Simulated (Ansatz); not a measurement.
# Amorphous Si0.5Ge0.5 (400 atoms): support functions against a reference, part 2 of 3

Wanted: errors and times of a linear-scaling basis for amorphous Si0.5Ge0.5 (400 atoms). A setting counts as converged where the r.m.s. difference of forces stays under 1 % of the r.m.s. force.

Ansatz 0.2.0; Kohn-Sham DFT, PBE, PAW (set soft_2), plane waves.

The cell: 200 Si and 200 Ge. The quench rate of 50 K/ps is many orders above laboratory rates. The starting topology of bonds comes from the classical model. Sampling is at Γ alone, for a cell whose shortest periodic width is 21 Å.

So far. Step 4 (Support functions medium): Forces differ from the reference by 0.27 meV/Å r.m.s., 0.11 % of their size, well within a tolerance of 1 %; the energy by -0.13 meV/atom. It took 0.70 times the reference's time. The two runs also began from different starting densities, which bears on cycles and time. Step 5 (Support functions low): Forces differ from the reference by 0.28 meV/Å r.m.s., 0.11 % of their size, well within a tolerance of 1 %; the energy by -0.13 meV/atom.

### 6. Support functions high

With localised support functions most steps grow linearly with size, though the diagonalisation grows faster unless the density matrix is cut; this run measures error and cost at this size. The level high gives here a grid of 120×120×120 points and a radius of 4.97 Å. Besides, the program derives a nominal cutoff of 420 eV for this run, against the reference's 750.

This step: Kohn-Sham DFT, PBE, PAW (set soft_2), localised support functions (high) (Ansatz 0.2.0).

input.yaml

```yaml
crystal:
  lattice:
    - [20.5433, 0.0, 0.0]
    - [0.0, 20.5433, 0.0]
    - [0.0, 0.0, 20.5433]
  atoms:
    [... the 400 atom lines of step 2 ...]
kpoints:
  mp_grid: { grid: [1, 1, 1] }
hamiltonian:
  xc: pbe
scf:
  occupations: { method: gaussian, width: 0.025 }
  eigensolver: { kind: { support_functions: { accuracy: high } } }
  mixing: { beta: 0.4 }
  max_iter: 150
output:
  forces: true
  eigenvalues: true
```

Started as:

```bash
$ ansatz run input.yaml --threads 32 --pin off --max-ram 143360MiB --backend cuda --events-out ev --progress --plain --runs-dir out
```

Output:

```text
[...]
GPU FFT provider: cuFFT
GPU libraries: cuBLAS 13.8.1, cuFFT 12.4.0, cuSOLVER 12.3.2
[...]
Crystal: 400 atoms, lattice volume = 8669.831 Å³
Basis set: ecut = 420 eV, 169437 PW (Γ), exchange–correlation on 300×300×300 points (8 copies of the dense FFT grid, shifted against one another)
Bands: 2160, of which v1, the nominal top of the filled ones, is band 1800 counted from 1 (1799 counted from 0)
Symmetry: 1 space group operations
k-points: 1
[...]
GPU buffer pool allocated for 3375000 grid points (all kernels)
Eigensolver: Support functions (high, 120×120×120 points, laid for a spacing of at most 0.186952 Å, radius 4.965636 Å, 0 species' potentials softened for the grid, 2 wholly corrected for its errors in the mean over positions, 2 with the egg-box correction, energy correction by stochastic trace)
[...]
SCF iter   1: F=—  HF=-985972.823315 eV  |F-HF|=—  |Δ(HF+E_count)|=         —  Δρ=3.10e-2  dr2=2.24e2  ethr=1.00e-1
[...]
SCF iter  17: F=—  HF=-986039.790588 eV  |F-HF|=—  |Δ(HF+E_count)|=   5.71e-4  Δρ=8.31e-7  dr2=1.14e-7  ethr=1.14e-11  κ⁻¹=3.3e-6(r=7)
SCF iter  18: F=-986039.791102 eV  HF=-986039.791102 eV  |F-HF|=2.98e-8  |Δ(HF+E_count)|=   5.14e-4  Δρ=4.05e-7  dr2=2.44e-8  ethr=3.18e-12
SCF 1 converged in 18 iterations: F = -986039.805051 eV  dr2 = 2.44e-8
[...]
SCF converged after 18 iterations
[...]
Free energy (F): -986039.805051 eV
[...]
Internal energy: -986039.754442 eV  (E = F + TS)
E sigma→0 (E₀):  -986039.779746 eV
Entropy (-TS):   -0.050609 eV (-0.127 meV/atom)
Fermi energy:    7.266594 eV
[...]
Σ components = -986039.805051   (vs F -986039.805051, Δ=0.00e0)
--- Forces (eV/Å), atoms counted from 1 ---
[... 400 lines of forces left out ...]
  max |Σ_I F_I| component: 7.74e-4 eV/Å
--- Band table (eV) ---
[... left out ...]
```

Run time: 19 s. Hardware: 1 × NVIDIA GB200 with 32 threads of Arm Neoverse V2, shared host; peak memory 2.6 GiB; 39 s of CPU time.

That memory is the host's; the program planned up to 23.2 GiB on the GPU.

Keys that differ from the reference: basis.ecutwfc removed, support_functions.accuracy = "high", scf.max_iter = 150 and scf.mixing.beta = 0.4.

Forces differ from the reference by 0.044 meV/Å r.m.s., 0.017 % of their size, well within a tolerance of 1 %; the energy by -0.084 meV/atom. It took 1.4 times the reference's time. The two runs also began from different starting densities, which bears on cycles and time.

### 7. Support functions medium, radius 4.02 Å

The radius confines each support function; a larger one gives more freedom and more work per atom. Besides, the program derives a nominal cutoff of 420 eV for this run, against the reference's 750.

This step: Kohn-Sham DFT, PBE, PAW (set soft_2), localised support functions (medium) (Ansatz 0.2.0).

input.yaml, the sections that differ from step 6:

```yaml
scf:
  occupations: { method: gaussian, width: 0.025 }
  eigensolver: { kind: { support_functions: { accuracy: medium, radius: 4.02 } } }
  mixing: { beta: 0.4 }
  max_iter: 150
# crystal, kpoints, hamiltonian, output: as in step 6
```

Output:

```text
[...]
GPU FFT provider: cuFFT
GPU libraries: cuBLAS 13.8.1, cuFFT 12.4.0, cuSOLVER 12.3.2
[...]
Crystal: 400 atoms, lattice volume = 8669.831 Å³
Basis set: ecut = 420 eV, 169437 PW (Γ), exchange–correlation on 288×288×288 points (8 copies of the dense FFT grid, shifted against one another)
Bands: 2160, of which v1, the nominal top of the filled ones, is band 1800 counted from 1 (1799 counted from 0)
Symmetry: 1 space group operations
k-points: 1
[...]
GPU buffer pool allocated for 2985984 grid points (all kernels)
[...]
SCF iter   1: F=—  HF=-985957.802640 eV  |F-HF|=—  |Δ(HF+E_count)|=         —  Δρ=3.09e-2  dr2=2.25e2  ethr=1.00e-1
[...]
SCF iter  13: F=—  HF=-986039.609227 eV  |F-HF|=—  |Δ(HF+E_count)|=   9.35e-3  Δρ=1.30e-5  dr2=2.49e-5  ethr=2.64e-9  κ⁻¹=5.7e-6(r=7)
SCF iter  14: F=-986039.617223 eV  HF=-986039.617219 eV  |F-HF|=3.83e-6  |Δ(HF+E_count)|=   7.99e-3  Δρ=5.62e-6  dr2=5.34e-6  ethr=6.91e-10
SCF 1 converged in 14 iterations: F = -986039.825049 eV  dr2 = 5.34e-6
[...]
SCF converged after 14 iterations
[...]
Free energy (F): -986039.825049 eV
[...]
Internal energy: -986039.774670 eV  (E = F + TS)
E sigma→0 (E₀):  -986039.799860 eV
Entropy (-TS):   -0.050380 eV (-0.126 meV/atom)
Fermi energy:    7.267310 eV
[...]
Σ components = -986039.825049   (vs F -986039.825049, Δ=0.00e0)
--- Forces (eV/Å), atoms counted from 1 ---
[... 400 lines of forces left out ...]
  max |Σ_I F_I| component: 6.91e-3 eV/Å
--- Band table (eV) ---
[... left out ...]
```

Run time: 9.3 s. Hardware: 1 × NVIDIA GB200 with 32 threads; peak memory 2.3 GiB.

That memory is the host's; the program planned up to 10.1 GiB on the GPU.

Keys that differ from the reference: basis.ecutwfc removed, support_functions.accuracy = "medium", support_functions.radius = 4.02, scf.max_iter = 150 and scf.mixing.beta = 0.4.

Forces differ from the reference by 0.34 meV/Å r.m.s., 0.13 % of their size, well within a tolerance of 1 %; the energy by -0.13 meV/atom. It took 0.66 times the reference's time. The two runs also began from different starting densities, which bears on cycles and time.

### 8. Support functions medium, radius 4.36 Å

The radius confines each support function; a larger one gives more freedom and more work per atom. Besides, the program derives a nominal cutoff of 420 eV for this run, against the reference's 750.

input.yaml, the sections that differ from step 7:

```yaml
scf:
  occupations: { method: gaussian, width: 0.025 }
  eigensolver: { kind: { support_functions: { accuracy: medium, radius: 4.36 } } }
  mixing: { beta: 0.4 }
  max_iter: 150
# crystal, kpoints, hamiltonian, output: as in step 7
```

Output:

```text
[...]
GPU FFT provider: cuFFT
GPU libraries: cuBLAS 13.8.1, cuFFT 12.4.0, cuSOLVER 12.3.2
[...]
Crystal: 400 atoms, lattice volume = 8669.831 Å³
Basis set: ecut = 420 eV, 169437 PW (Γ), exchange–correlation on 288×288×288 points (8 copies of the dense FFT grid, shifted against one another)
Bands: 2160, of which v1, the nominal top of the filled ones, is band 1800 counted from 1 (1799 counted from 0)
Symmetry: 1 space group operations
k-points: 1
[...]
GPU buffer pool allocated for 2985984 grid points (all kernels)
[...]
SCF iter   1: F=—  HF=-985971.833449 eV  |F-HF|=—  |Δ(HF+E_count)|=         —  Δρ=3.11e-2  dr2=2.24e2  ethr=1.00e-1
[...]
SCF iter  13: F=—  HF=-986039.750201 eV  |F-HF|=—  |Δ(HF+E_count)|=   3.91e-3  Δρ=1.33e-5  dr2=2.57e-5  ethr=2.80e-9  κ⁻¹=4.5e-6(r=7)
SCF iter  14: F=-986039.753520 eV  HF=-986039.753517 eV  |F-HF|=2.94e-6  |Δ(HF+E_count)|=   3.32e-3  Δρ=5.83e-6  dr2=5.50e-6  ethr=7.14e-10
SCF 1 converged in 14 iterations: F = -986039.825401 eV  dr2 = 5.50e-6
[...]
SCF converged after 14 iterations
[...]
Free energy (F): -986039.825401 eV
[...]
Internal energy: -986039.774878 eV  (E = F + TS)
E sigma→0 (E₀):  -986039.800139 eV
Entropy (-TS):   -0.050523 eV (-0.126 meV/atom)
Fermi energy:    7.266814 eV
[...]
Σ components = -986039.825401   (vs F -986039.825401, Δ=0.00e0)
--- Forces (eV/Å), atoms counted from 1 ---
[... 400 lines of forces left out ...]
  max |Σ_I F_I| component: 1.29e-3 eV/Å
--- Band table (eV) ---
[... left out ...]
```

Elapsed: 10 s, on 1 × NVIDIA GB200 with 32 threads; peak memory 2.4 GiB; 27 s of CPU time.

That memory is the host's; the program planned up to 11.5 GiB on the GPU.

Keys that differ from the reference: basis.ecutwfc removed, support_functions.accuracy = "medium", support_functions.radius = 4.36, scf.max_iter = 150 and scf.mixing.beta = 0.4.

Forces differ from the reference by 0.22 meV/Å r.m.s., 0.088 % of their size, well within a tolerance of 1 %; the energy by -0.13 meV/atom. It took 0.73 times the reference's time. The two runs also began from different starting densities, which bears on cycles and time.

### 9. Support functions medium, radius 4.65 Å

The radius confines each support function; a larger one gives more freedom and more work per atom. Besides, the program derives a nominal cutoff of 420 eV for this run, against the reference's 750.

input.yaml, the sections that differ from step 8:

```yaml
scf:
  occupations: { method: gaussian, width: 0.025 }
  eigensolver: { kind: { support_functions: { accuracy: medium, radius: 4.65 } } }
  mixing: { beta: 0.4 }
  max_iter: 150
# crystal, kpoints, hamiltonian, output: as in step 8
```

Output:

```text
[...]
GPU FFT provider: cuFFT
GPU libraries: cuBLAS 13.8.1, cuFFT 12.4.0, cuSOLVER 12.3.2
[...]
Crystal: 400 atoms, lattice volume = 8669.831 Å³
Basis set: ecut = 420 eV, 169437 PW (Γ), exchange–correlation on 288×288×288 points (8 copies of the dense FFT grid, shifted against one another)
Bands: 2160, of which v1, the nominal top of the filled ones, is band 1800 counted from 1 (1799 counted from 0)
Symmetry: 1 space group operations
k-points: 1
[...]
GPU buffer pool allocated for 2985984 grid points (all kernels)
[...]
SCF iter   1: F=—  HF=-985973.714864 eV  |F-HF|=—  |Δ(HF+E_count)|=         —  Δρ=3.10e-2  dr2=2.23e2  ethr=1.00e-1
[...]
SCF iter  13: F=—  HF=-986039.790461 eV  |F-HF|=—  |Δ(HF+E_count)|=   2.00e-3  Δρ=1.33e-5  dr2=2.57e-5  ethr=2.82e-9  κ⁻¹=4.5e-6(r=7)
SCF iter  14: F=-986039.792137 eV  HF=-986039.792135 eV  |F-HF|=2.29e-6  |Δ(HF+E_count)|=   1.67e-3  Δρ=5.88e-6  dr2=5.46e-6  ethr=7.13e-10
SCF 1 converged in 14 iterations: F = -986039.825679 eV  dr2 = 5.46e-6
[...]
SCF converged after 14 iterations
[...]
Free energy (F): -986039.825679 eV
[...]
Internal energy: -986039.775100 eV  (E = F + TS)
E sigma→0 (E₀):  -986039.800390 eV
Entropy (-TS):   -0.050579 eV (-0.126 meV/atom)
Fermi energy:    7.266697 eV
[...]
Σ components = -986039.825679   (vs F -986039.825679, Δ=0.00e0)
--- Forces (eV/Å), atoms counted from 1 ---
[... 400 lines of forces left out ...]
  max |Σ_I F_I| component: 2.65e-3 eV/Å
--- Band table (eV) ---
[... left out ...]
```

The job ended after 11 s (1 × NVIDIA GB200 with 32 threads; peak memory 2.4 GiB; 28 s of CPU time).

That memory is the host's; the program planned up to 12.9 GiB on the GPU.

Keys that differ from the reference: basis.ecutwfc removed, support_functions.accuracy = "medium", support_functions.radius = 4.65, scf.max_iter = 150 and scf.mixing.beta = 0.4.

Forces differ from the reference by 0.20 meV/Å r.m.s., 0.078 % of their size, well within a tolerance of 1 %; the energy by -0.14 meV/atom. It took 0.80 times the reference's time. The two runs also began from different starting densities, which bears on cycles and time.

### 10. Support functions medium, radius 4.98 Å

The radius confines each support function; a larger one gives more freedom and more work per atom. Besides, the program derives a nominal cutoff of 420 eV for this run, against the reference's 750.

input.yaml, the sections that differ from step 9:

```yaml
scf:
  occupations: { method: gaussian, width: 0.025 }
  eigensolver: { kind: { support_functions: { accuracy: medium, radius: 4.98 } } }
  mixing: { beta: 0.4 }
  max_iter: 150
# crystal, kpoints, hamiltonian, output: as in step 9
```

Output:

```text
[...]
GPU FFT provider: cuFFT
GPU libraries: cuBLAS 13.8.1, cuFFT 12.4.0, cuSOLVER 12.3.2
[...]
Crystal: 400 atoms, lattice volume = 8669.831 Å³
Basis set: ecut = 420 eV, 169437 PW (Γ), exchange–correlation on 288×288×288 points (8 copies of the dense FFT grid, shifted against one another)
Bands: 2160, of which v1, the nominal top of the filled ones, is band 1800 counted from 1 (1799 counted from 0)
Symmetry: 1 space group operations
k-points: 1
[...]
GPU buffer pool allocated for 2985984 grid points (all kernels)
[...]
SCF iter   1: F=—  HF=-985972.965559 eV  |F-HF|=—  |Δ(HF+E_count)|=         —  Δρ=3.09e-2  dr2=2.24e2  ethr=1.00e-1
[...]
SCF iter  13: F=—  HF=-986039.809773 eV  |F-HF|=—  |Δ(HF+E_count)|=   9.94e-4  Δρ=1.33e-5  dr2=2.55e-5  ethr=2.80e-9  κ⁻¹=4.4e-6(r=7)
SCF iter  14: F=-986039.810586 eV  HF=-986039.810584 eV  |F-HF|=1.78e-6  |Δ(HF+E_count)|=   8.11e-4  Δρ=5.86e-6  dr2=5.38e-6  ethr=7.09e-10
SCF 1 converged in 14 iterations: F = -986039.825894 eV  dr2 = 5.38e-6
[...]
SCF converged after 14 iterations
[...]
Free energy (F): -986039.825894 eV
[...]
Internal energy: -986039.775288 eV  (E = F + TS)
E sigma→0 (E₀):  -986039.800591 eV
Entropy (-TS):   -0.050607 eV (-0.127 meV/atom)
Fermi energy:    7.266657 eV
[...]
Σ components = -986039.825894   (vs F -986039.825894, Δ=0.00e0)
--- Forces (eV/Å), atoms counted from 1 ---
[... 400 lines of forces left out ...]
  max |Σ_I F_I| component: 3.02e-3 eV/Å
--- Band table (eV) ---
[... left out ...]
```

Wall time 13 s (1 × NVIDIA GB200 with 32 threads); peak memory 2.4 GiB.

That memory is the host's; the program planned up to 14.9 GiB on the GPU.

Keys that differ from the reference: basis.ecutwfc removed, support_functions.accuracy = "medium", support_functions.radius = 4.98, scf.max_iter = 150 and scf.mixing.beta = 0.4.

Forces differ from the reference by 0.19 meV/Å r.m.s., 0.075 % of their size, well within a tolerance of 1 %; the energy by -0.14 meV/atom. It took 0.90 times the reference's time. The two runs also began from different starting densities, which bears on cycles and time.

### 11. Support functions medium, radius 5.6 Å

The radius confines each support function; a larger one gives more freedom and more work per atom. Besides, the program derives a nominal cutoff of 420 eV for this run, against the reference's 750.

input.yaml, the sections that differ from step 10:

```yaml
scf:
  occupations: { method: gaussian, width: 0.025 }
  eigensolver: { kind: { support_functions: { accuracy: medium, radius: 5.6 } } }
  mixing: { beta: 0.4 }
  max_iter: 150
# crystal, kpoints, hamiltonian, output: as in step 10
```

Output:

```text
[...]
GPU FFT provider: cuFFT
GPU libraries: cuBLAS 13.8.1, cuFFT 12.4.0, cuSOLVER 12.3.2
[...]
Crystal: 400 atoms, lattice volume = 8669.831 Å³
Basis set: ecut = 420 eV, 169437 PW (Γ), exchange–correlation on 288×288×288 points (8 copies of the dense FFT grid, shifted against one another)
Bands: 2160, of which v1, the nominal top of the filled ones, is band 1800 counted from 1 (1799 counted from 0)
Symmetry: 1 space group operations
k-points: 1
[...]
GPU buffer pool allocated for 2985984 grid points (all kernels)
[...]
SCF iter   1: F=—  HF=-985972.269380 eV  |F-HF|=—  |Δ(HF+E_count)|=         —  Δρ=3.10e-2  dr2=2.26e2  ethr=1.00e-1
[...]
SCF iter  13: F=—  HF=-986039.821371 eV  |F-HF|=—  |Δ(HF+E_count)|=   3.66e-4  Δρ=1.27e-5  dr2=2.42e-5  ethr=2.40e-9  κ⁻¹=5.7e-6(r=7)
SCF iter  14: F=-986039.821659 eV  HF=-986039.821655 eV  |F-HF|=3.17e-6  |Δ(HF+E_count)|=   2.84e-4  Δρ=5.34e-6  dr2=4.96e-6  ethr=6.72e-10
SCF 1 converged in 14 iterations: F = -986039.826020 eV  dr2 = 4.96e-6
[...]
SCF converged after 14 iterations
[...]
Free energy (F): -986039.826020 eV
[...]
Internal energy: -986039.775391 eV  (E = F + TS)
E sigma→0 (E₀):  -986039.800706 eV
Entropy (-TS):   -0.050628 eV (-0.127 meV/atom)
Fermi energy:    7.266633 eV
[...]
Σ components = -986039.826020   (vs F -986039.826020, Δ=0.00e0)
--- Forces (eV/Å), atoms counted from 1 ---
[... 400 lines of forces left out ...]
  max |Σ_I F_I| component: 2.98e-3 eV/Å
--- Band table (eV) ---
[... left out ...]
```

Run time: 16 s. Hardware: 1 × NVIDIA GB200 with 32 threads; peak memory 2.6 GiB.

That memory is the host's; the program planned up to 19.7 GiB on the GPU.

Keys that differ from the reference: basis.ecutwfc removed, support_functions.accuracy = "medium", support_functions.radius = 5.6, scf.max_iter = 150 and scf.mixing.beta = 0.4.

Forces differ from the reference by 0.19 meV/Å r.m.s., 0.073 % of their size, well within a tolerance of 1 %; the energy by -0.14 meV/atom. It took 1.1 times the reference's time. The two runs also began from different starting densities, which bears on cycles and time.

### 12. Support functions medium, radius 6.22 Å

The radius confines each support function; a larger one gives more freedom and more work per atom. Besides, the program derives a nominal cutoff of 420 eV for this run, against the reference's 750.

input.yaml, the sections that differ from step 11:

```yaml
scf:
  occupations: { method: gaussian, width: 0.025 }
  eigensolver: { kind: { support_functions: { accuracy: medium, radius: 6.22 } } }
  mixing: { beta: 0.4 }
  max_iter: 150
# crystal, kpoints, hamiltonian, output: as in step 11
```

Output:

```text
[...]
GPU FFT provider: cuFFT
GPU libraries: cuBLAS 13.8.1, cuFFT 12.4.0, cuSOLVER 12.3.2
[...]
Crystal: 400 atoms, lattice volume = 8669.831 Å³
Basis set: ecut = 420 eV, 169437 PW (Γ), exchange–correlation on 288×288×288 points (8 copies of the dense FFT grid, shifted against one another)
Bands: 2160, of which v1, the nominal top of the filled ones, is band 1800 counted from 1 (1799 counted from 0)
Symmetry: 1 space group operations
k-points: 1
[...]
GPU buffer pool allocated for 2985984 grid points (all kernels)
[...]
SCF iter   1: F=—  HF=-985972.462033 eV  |F-HF|=—  |Δ(HF+E_count)|=         —  Δρ=3.11e-2  dr2=2.27e2  ethr=1.00e-1
[...]
SCF iter  13: F=—  HF=-986039.824000 eV  |F-HF|=—  |Δ(HF+E_count)|=   2.05e-4  Δρ=1.24e-5  dr2=2.33e-5  ethr=2.08e-9  κ⁻¹=6.3e-6(r=7)
SCF iter  14: F=-986039.824032 eV  HF=-986039.824029 eV  |F-HF|=3.21e-6  |Δ(HF+E_count)|=   2.93e-5  Δρ=4.85e-6  dr2=4.63e-6  ethr=6.48e-10
SCF 1 converged in 14 iterations: F = -986039.826068 eV  dr2 = 4.63e-6
[...]
SCF converged after 14 iterations
[...]
Free energy (F): -986039.826068 eV
[...]
Internal energy: -986039.775433 eV  (E = F + TS)
E sigma→0 (E₀):  -986039.800751 eV
Entropy (-TS):   -0.050635 eV (-0.127 meV/atom)
Fermi energy:    7.266624 eV
[...]
Σ components = -986039.826068   (vs F -986039.826068, Δ=0.00e0)
--- Forces (eV/Å), atoms counted from 1 ---
[... 400 lines of forces left out ...]
  max |Σ_I F_I| component: 3.03e-3 eV/Å
--- Band table (eV) ---
[... left out ...]
```

Wall time 21 s (1 × NVIDIA GB200 with 32 threads); peak memory 2.9 GiB; 43 s of CPU time.

That memory is the host's; the program planned up to 25.9 GiB on the GPU.

Keys that differ from the reference: basis.ecutwfc removed, support_functions.accuracy = "medium", support_functions.radius = 6.22, scf.max_iter = 150 and scf.mixing.beta = 0.4.

Forces differ from the reference by 0.18 meV/Å r.m.s., 0.073 % of their size, well within a tolerance of 1 %; the energy by -0.14 meV/atom. It took 1.5 times the reference's time. The two runs also began from different starting densities, which bears on cycles and time.

(Part 2 of 3 ends here.)

[Logs are printed without paths, hosts, clocks, repeated set-up lines and the standing remarks that a program may print on its own settings, such as how far it seeks lower states.]

[Hosts, paths, dates, database ids (printed as entryN), source tags and the programs' standing remarks are cut or masked in the printed files.]
